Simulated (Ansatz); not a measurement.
# Which site? a vacancy of Li in glassy 80SiO2-20Li2O (mol %) (75 atoms), part 3 of 3

Aim: make a vacancy of Li at several sites of glassy 80SiO2-20Li2O (mol %) (75 atoms), relax each, and compare their energies.

Ansatz 0.2.0; Kohn-Sham DFT, PBE, PAW (set soft_2), plane waves.

The cell: 20 Si, 10 Li and 45 O. The quench rate of 20 K/ps is many orders above laboratory rates. The starting topology of bonds comes from the classical model. Only the Γ point is sampled, in a cell whose shortest periodic width is 10 Å.

So far. Step 3 (Relaxation): The relaxation converged after 16 steps, 6.62 eV below its start, with a largest force component of 0.030 eV/Å. Step 5 (Vacancy of Li, site Li30): The relaxation converged after 14 steps, 0.710 eV below its start, with a largest force component of 0.032 eV/Å.

## (6) Vacancy of Li, site Li25

The site has 5 bonded neighbours (O5) at 2.16 Å on average. 

The input, input.yaml:

```yaml
crystal:
  lattice:
    - [9.73665, 0.0, 0.0]
    - [0.0, 9.73665, 0.0]
    - [0.0, 0.0, 9.73665]
  atoms:
    [... atom lines 1 to 21 left out ...]
    - { symbol: Li, position: [0.95594, 0.84095, 0.54031] }
    - { symbol: Li, position: [0.44898, 0.03995, 0.3054] }
    - { symbol: Li, position: [0.26442, 0.23004, 0.75868] }
    - { symbol: Li, position: [0.56142, 0.69284, 0.88451] }
    - { symbol: Li, position: [0.53882, 0.45189, 0.71223] }
    - { symbol: Li, position: [0.01726, 0.77616, 0.28538], spin: 0.6 }
    - { symbol: Li, position: [0.66263, 0.98062, 0.43383] }
    [... atom lines 29 to 74 left out ...]
magnetization:
  spin_polarized: true
kpoints:
  mp_grid: { grid: [1, 1, 1] }
hamiltonian:
  xc: pbe
scf:
  occupations: { method: fermi_dirac, width: 0.025 }
  lower_state_search: "off"
output:
  forces: true
  eigenvalues: true
relax:
  f_tol: 0.05
  max_steps: 90
```

Command:

```bash
$ ansatz run input.yaml --threads 4 --pin off --max-ram 8192MiB --backend cpu --events-out ev --progress --plain --runs-dir out
```

Numbers of over 12 decimals in the logs are rounded to 6 here.

The log of the run:

```text
[...]
Crystal: 74 atoms, lattice volume = 923.057 Å³
Basis set: ecut = 420 eV, 17941 PW (Γ), exchange–correlation on 144×144×144 points (8 copies of the dense FFT grid, shifted against one another)
Bands: 264, of which v1, the nominal top of the filled ones, is band 189 counted from 1 (188 counted from 0)
Symmetry: 1 space group operations
[...]
k-points: 1
[...]
Starting moments: Σ|m| = 3 μB on 5 of 74 sites
[...]
SCF iter   1: F=—  HF=-40211.366553 eV  |F-HF|=—  |Δ(HF+E_count)|=         —  Δρ=6.34e-2 (↑5.86e-2 ↓6.34e-2)  dr2=1.41e2  dr2_m=1.73e0  M=0.993 μB ∫|m|=1.356 μB  β_m=0.30  ethr=3.10e-3  ⟨swp⟩=6.0  Hψ=2340  notcnv=0  defer=44
[...]
SCF iter   3: F=—  HF=-40170.993840 eV  |F-HF|=—  |Δ(HF+E_count)|=    7.70e0  Δρ=2.09e-2 (↑1.68e-2 ↓2.09e-2)  dr2=8.08e0  dr2_m=5.97e-1  M=0.981 μB ∫|m|=1.270 μB  β_m=0.30  ethr=3.10e-3  ⟨swp⟩=3.0  Hψ=858  notcnv=0  defer=136
[...]
SCF iter  15: F=—  HF=-40170.005768 eV  |F-HF|=—  |Δ(HF+E_count)|=   3.02e-3  Δρ=1.46e-3 (↑4.44e-4 ↓1.46e-3)  dr2=4.23e-2  dr2_m=3.71e-3  M=1.000 μB ∫|m|=1.083 μB  β_m=0.30  ethr=1.81e-5  ⟨swp⟩=1.5  Hψ=528  notcnv=0  defer=138
[...]
spin-set hold released at iteration 15 (site moments' squared step at or under half its running peak, from the soft ceiling on): the magnetisation degrees of freedom join the quasi-Newton model from the next iteration; the mixer history was flushed
SCF iter  16: F=—  HF=-40170.032026 eV  |F-HF|=—  |Δ(HF+E_count)|=   2.63e-2  Δρ=7.39e-3 (↑3.96e-4 ↓7.39e-3)  dr2=7.38e-1  dr2_m=1.15e-1  M=0.999 μB ∫|m|=1.112 μB  β_m=0.30  ethr=1.12e-5  ⟨swp⟩=2.0  Hψ=673  notcnv=0  defer=138
SCF iter  17: F=—  HF=-40170.007016 eV  |F-HF|=—  |Δ(HF+E_count)|=   2.50e-2  Δρ=1.51e-3 (↑3.43e-4 ↓1.51e-3)  dr2=2.58e-2  dr2_m=6.05e-3  M=0.999 μB ∫|m|=1.083 μB  β_m=0.31  ethr=1.12e-5  ⟨swp⟩=2.0  Hψ=669  notcnv=0  defer=138
[...]
SCF iter  25: F=-40170.007097 eV  HF=-40170.007103 eV  |F-HF|=5.98e-6  |Δ(HF+E_count)|=   3.00e-8  Δρ=2.33e-5 (↑2.66e-6 ↓2.33e-5)  dr2=7.32e-6  dr2_m=1.02e-6  M=1.000 μB ∫|m|=1.080 μB  β_m=0.39  ethr=2.29e-9  ⟨swp⟩=1.0  Hψ=1210  notcnv=0
SCF iter  26: F=-40170.007102 eV  HF=-40170.007103 eV  |F-HF|=5.18e-7  |Δ(HF+E_count)|=   1.51e-7  Δρ=6.10e-6 (↑9.93e-7 ↓6.10e-6)  dr2=6.31e-7  dr2_m=7.68e-8  M=1.000 μB ∫|m|=1.080 μB  ethr=1.94e-9  ⟨swp⟩=2.0  Hψ=1198  notcnv=0
SCF 1 converged in 26 iterations: F = -40170.007102 eV  dr2 = 6.31e-7
[...]
relax step   1: F+E_penalty+E_count = -40170.00710206 eV  Δ(F+E_penalty+E_count) = +0.000e0 eV  max|allowed force component| = 1.076e0 eV/Å  Δτ_max = 0.0000 Å  (26 SCF iters, dr2 threshold 6.25e-5 eV, accepted)
[... from here on, the SCF cycles and remarks between the steps are left out ...]
relax step   2: F+E_penalty+E_count = -40170.28031573 eV  Δ(F+E_penalty+E_count) = -2.732e-1 eV  max|allowed force component| = 7.112e-1 eV/Å  Δτ_max = 0.0879 Å  (12 SCF iters, dr2 threshold 7.24e-5 eV, accepted)
relax step   3: F+E_penalty+E_count = -40170.49561422 eV  Δ(F+E_penalty+E_count) = -2.153e-1 eV  max|allowed force component| = 2.141e-1 eV/Å  Δτ_max = 0.1958 Å  (15 SCF iters, dr2 threshold 3.16e-5 eV, accepted)
relax step   4: F+E_penalty+E_count = -40170.57137288 eV  Δ(F+E_penalty+E_count) = -7.576e-2 eV  max|allowed force component| = 1.931e-1 eV/Å  Δτ_max = 0.1950 Å  (16 SCF iters, dr2 threshold 4.15e-6 eV, accepted)
relax step   5: F+E_penalty+E_count = -40170.62236031 eV  Δ(F+E_penalty+E_count) = -5.099e-2 eV  max|allowed force component| = 1.872e-1 eV/Å  Δτ_max = 0.1939 Å  (14 SCF iters, dr2 threshold 3.38e-6 eV, accepted)
relax step   6: F+E_penalty+E_count = -40170.64121116 eV  Δ(F+E_penalty+E_count) = -1.885e-2 eV  max|allowed force component| = 1.307e-1 eV/Å  Δτ_max = 0.1955 Å  (14 SCF iters, dr2 threshold 2.85e-5 eV, accepted)
relax step   7: F+E_penalty+E_count = -40170.65088026 eV  Δ(F+E_penalty+E_count) = -9.669e-3 eV  max|allowed force component| = 7.193e-2 eV/Å  Δτ_max = 0.0405 Å  (15 SCF iters, dr2 threshold 8.32e-6 eV, accepted)
relax step   8: F+E_penalty+E_count = -40170.65823649 eV  Δ(F+E_penalty+E_count) = -7.356e-3 eV  max|allowed force component| = 7.830e-2 eV/Å  Δτ_max = 0.0594 Å  (17 SCF iters, accepted)
relax step   9: F+E_penalty+E_count = -40170.67286990 eV  Δ(F+E_penalty+E_count) = -1.463e-2 eV  max|allowed force component| = 1.023e-1 eV/Å  Δτ_max = 0.2000 Å  (22 SCF iters, accepted)
relax step  10: F+E_penalty+E_count = -40170.67288131 eV  Δ(F+E_penalty+E_count) = -1.141e-5 eV  max|allowed force component| = 2.245e-1 eV/Å  Δτ_max = 0.1976 Å  (13 SCF iters, dr2 threshold 1.05e-5 eV, accepted)
relax step  11: F+E_penalty+E_count = -40170.68743663 eV  Δ(F+E_penalty+E_count) = -1.456e-2 eV  max|allowed force component| = 1.470e-1 eV/Å  Δτ_max = 0.0354 Å  (10 SCF iters, dr2 threshold 5.04e-5 eV, accepted)
relax step  12: F+E_penalty+E_count = -40170.69386849 eV  Δ(F+E_penalty+E_count) = -6.432e-3 eV  max|allowed force component| = 5.736e-2 eV/Å  Δτ_max = 0.0751 Å  (15 SCF iters, dr2 threshold 9.27e-6 eV, accepted)
relax step  13: F+E_penalty+E_count = -40170.67420698 eV  Δ(F+E_penalty+E_count) = +1.966e-2 eV  max|allowed force component| = 2.263e-1 eV/Å  Δτ_max = 0.1095 Å  (17 SCF iters, rejected (line search))
relax step  14: F+E_penalty+E_count = -40170.69772455 eV  Δ(F+E_penalty+E_count) = -3.856e-3 eV  max|allowed force component| = 5.056e-2 eV/Å  Δτ_max = 0.0502 Å  (16 SCF iters, accepted)
relax step  15: F+E_penalty+E_count = -40170.68808317 eV  Δ(F+E_penalty+E_count) = +9.641e-3 eV  max|allowed force component| = 1.352e-1 eV/Å  Δτ_max = 0.0484 Å  (17 SCF iters, rejected (line search))
relax step  16: F+E_penalty+E_count = -40170.69875868 eV  Δ(F+E_penalty+E_count) = -1.034e-3 eV  max|allowed force component| = 5.089e-2 eV/Å  Δτ_max = 0.0222 Å  (12 SCF iters, accepted)
relax step  17: F+E_penalty+E_count = -40170.69587830 eV  Δ(F+E_penalty+E_count) = +2.880e-3 eV  max|allowed force component| = 5.962e-2 eV/Å  Δτ_max = 0.0500 Å  (16 SCF iters, rejected (line search))
relax step  18: F+E_penalty+E_count = -40170.70026498 eV  Δ(F+E_penalty+E_count) = -1.506e-3 eV  max|allowed force component| = 1.521e-2 eV/Å  Δτ_max = 0.0245 Å  (15 SCF iters, accepted)
SCF converged after 15 iterations
Magnetization: 0.9980 μB (188.9990 up, 188.0010 down)
Absolute magnetization: 1.0862 μB (∫|ρ↑−ρ↓|, with the PAW one-centre terms)
[...]
Per-site moments (μB) at R_I (Å): [(-8.639224252196524e-6, 0.664504), (1.0237944384342495e-5, 0.656263), (4.362838909516619e-5, 0.663766), (9.626567612136859e-6, 0.663637), (6.5630147824216845e-6, 0.664575), [...]
Free energy (F): -40170.700265 eV
[...]
Internal energy: -40170.682010 eV  (E = F + TS)
E sigma→0 (E₀):  -40170.691137 eV
Entropy (-TS):   -0.018255 eV (-0.247 meV/atom)
Fermi energy:    3.235523 eV
[...]
Σ components = -40170.700265   (vs F -40170.700265, Δ=0.00e0)
--- Forces (eV/Å), atoms counted from 1 ---
  atom   1  Si     0.00591069    -0.00681172     0.00326656
  atom   2  Si     0.00661589     0.00239454     0.00011061
  atom   3  Si    -0.00520899    -0.00186384     0.00539767
  atom   4  Si     0.00524148    -0.00215152     0.00517374
[...]
atom  74  O     -0.00487056     0.00075479    -0.00266751
  max |Σ_I F_I| component: 7.93e-5 eV/Å
--- Band table (eV) ---
[...]
--- Relaxed structure (18 steps of the walk, 15 accepted, 0 SCFs on fresh bases) ---
  F+E_penalty+E_count = -40170.70026498 eV   max|allowed force component| = 1.521e-2 eV/Å
  atoms:
    - { symbol: Si, position: [0.997459, 0.361962, 0.607018] }
    - { symbol: Si, position: [0.955920, 0.474378, 0.066170] }
    - { symbol: Si, position: [0.515298, 0.584718, 0.124083] }
    - { symbol: Si, position: [0.720835, 0.077645, 0.965798] }
[...]
- { symbol: O, position: [0.950323, 0.687480, 0.765298] }
```

The job ended after 3.5 min (4 threads of Intel Xeon Platinum 8488C (Sapphire Rapids), shared host; peak memory 1.8 GiB; 13 min of CPU time).

The relaxation converged after 18 steps, 0.693 eV below its start, with a largest force component of 0.015 eV/Å.

## (7) Vacancy of Li, site Li27

The site has 3 bonded neighbours (O3) at 2.08 Å on average. 

Input and log are left out; they have the form of those shown for this kind of step.

Elapsed: 2.3 min, on 4 threads of Intel Xeon Platinum 8488C (Sapphire Rapids), shared host; peak memory 1.8 GiB.

The relaxation converged after 10 steps, 0.540 eV below its start, with a largest force component of 0.048 eV/Å.

The surroundings of the place of the removed atom, after relaxation: 13 atoms, nearest first, with positions taken from that point. Atoms keep their numbers of the cell before the removal, where the removed atom was number 27.

```
atom      x      y      z  distance (Å)  bonds  moment (μB)
 O52  -1.83  -0.91   0.89          2.23      2         0.10
 O42  -1.17   0.09  -2.04          2.36      2         0.00
 O33   1.51   1.84   0.49          2.44      3         0.05
Li26   0.10   2.18   1.56          2.68      4         0.00
Si17  -2.31   0.04   2.05          3.08      4         0.00
 O34  -1.20   1.11   2.70          3.15      3         0.00
Si13  -0.50   1.38  -2.81          3.17      4         0.00
Si12   2.96   1.34   0.84          3.36      4         0.00
Li21   0.76   3.22  -0.56          3.36      4         0.00
 O73   3.37   0.03  -0.10          3.37      2         0.00
 O47   1.11   1.34  -2.89          3.37      2         0.00
Si18  -2.56  -0.73  -2.14          3.42      4         0.00
 O65  -1.01   2.71  -2.03          3.53      3         0.01
```

The column of bonds counts only the pairs O-Si within 2.08 Å, O-Li within 2.58 Å; other neighbours, such as metal atoms beside each other in a compound, aren't counted, and periodic images can show an atom twice.

The largest move is 0.43 Å, by O33.

## (8) Vacancy of Li, site Li22

The site has 3 bonded neighbours (O3) at 2.05 Å on average. 

Input and log are left out; they have the form of those shown for this kind of step.

Wall time 5.5 min (4 threads of Intel Xeon Platinum 8488C (Sapphire Rapids), shared host); peak memory 1.8 GiB.

The relaxation converged after 35 steps, 0.864 eV below its start, with a largest force component of 0.036 eV/Å.

The surroundings of the place of the removed atom, after relaxation: 10 atoms, nearest first, with positions taken from that point. Atoms keep their numbers of the cell before the removal, where the removed atom was number 22.

```csv
atom,x,y,z,distance (Å),bonds,moment (μB)
Li28,0.18,-0.46,0.00,0.50,5,0.00
O48,-1.84,-0.20,-0.24,1.87,4,0.00
O72,0.89,0.90,-1.53,1.99,2,0.36
O35,-0.25,-2.21,-0.96,2.42,3,0.00
O43,2.12,-0.91,0.90,2.48,3,0.00
Si11,-1.60,-1.43,-1.28,2.49,4,0.00
O75,-0.05,-1.55,2.15,2.65,3,0.00
O40,2.26,-0.91,-1.78,3.01,3,0.35
Si19,3.00,-0.42,-0.42,3.06,4,0.00
Li29,-2.72,1.28,-0.99,3.16,3,0.00
```

The column of bonds counts only the pairs O-Si within 2.08 Å, O-Li within 2.52 Å; other neighbours, such as metal atoms beside each other in a compound, aren't counted, and periodic images can show an atom twice.

The largest move is 2.52 Å, by Li28.

## (9) Vacancy of Li, site Li21

The site has 4 bonded neighbours (O4) at 2.04 Å on average. 

Input and log are left out; they have the form of those shown for this kind of step.

Run time: 2.3 min. Hardware: 4 threads of Intel Xeon Platinum 8488C (Sapphire Rapids), shared host; peak memory 1.8 GiB.

The relaxation converged after 12 steps, 0.576 eV below its start, with a largest force component of 0.030 eV/Å.

## (10) Vacancy of Li, site Li23

The site has 3 bonded neighbours (O3) at 1.95 Å on average. 

Input and log are left out; they have the form of those shown for this kind of step.

Wall time 3.6 min (4 threads of Intel Xeon Platinum 8488C (Sapphire Rapids), shared host); peak memory 1.8 GiB; 14 min of CPU time.

The relaxation converged after 19 steps, 0.604 eV below its start, with a largest force component of 0.038 eV/Å.

## (11) The sites compared

All these cells hold the same atoms, so their energies can be compared with no chemical potential.

| site | neighbours | mean distance (Å) | atoms within 6 Å | energy over the best site (eV) | before relaxation (eV) | gain on relaxing (eV) | moment (μB) |
| --- | --- | --- | --- | --- | --- | --- | --- |
| Li30 | O3 | 1.91 | 71 | 0.00 | 0.00 | 0.71 | 1.0 |
| Li22 | O3 | 2.05 | 73 | 0.00 | 0.15 | 0.86 | 1.0 |
| Li25 | O5 | 2.16 | 73 | 0.17 | 0.15 | 0.69 | 1.0 |
| Li23 | O3 | 1.95 | 75 | 0.34 | 0.24 | 0.60 | 1.0 |
| Li27 | O3 | 2.08 | 76 | 0.42 | 0.25 | 0.54 | 1.0 |
| Li21 | O4 | 2.04 | 65 | 0.85 | 0.71 | 0.58 | 1.0 |

Neighbours are those of the relaxed host within 2.43 Å (O-Li); other pairs aren't counted.

## (12) Outcome

The cheapest site is Li30 (3 neighbours, O3); the dearest, Li21 (4 neighbours, O4), costs 0.85 eV more. Li22 lies within 0.02 eV of the cheapest, a tie at this tolerance. By coordination the energies over the best site are 0.00 to 0.42 eV with 3 neighbours, 0.85 eV with 4 neighbours and 0.17 eV with 5 neighbours. The chemistry differs between sites, which can decide the order more than coordination does: at Li22 Li moved to within 0.5 Å of the empty place. At Li22 (largest move 2.5 Å) other atoms changed place, so the end state is more than the plain defect. Relaxation gains 0.54 to 0.86 eV and leaves the best site the same.

**Limits.** Defects are neutral and interact with their images. The reference ran with fermi-dirac smearing of 0.025 eV, but 6 of the 6 defect cells with fermi-dirac smearing of 0.025 eV, spin polarised. In a disordered cell the relaxation can also rearrange atoms far from the site. In the spin-polarised runs the search for a state of lower energy was switched off. Only 6 of the 10 Li sites were tried; unless symmetry makes the others alike to these, a cheaper one may exist. A local or semilocal functional tends to spread out the unpaired spin of such defects.

The DFT runs together took 20 min of wall time.

[Logs are printed without paths, hosts, clocks, repeated set-up lines and the standing remarks that a program may print on its own settings, such as how far it seeks lower states.]

[Hosts, paths, dates, database ids (printed as entryN), source tags and the programs' standing remarks are cut or masked in the printed files.]
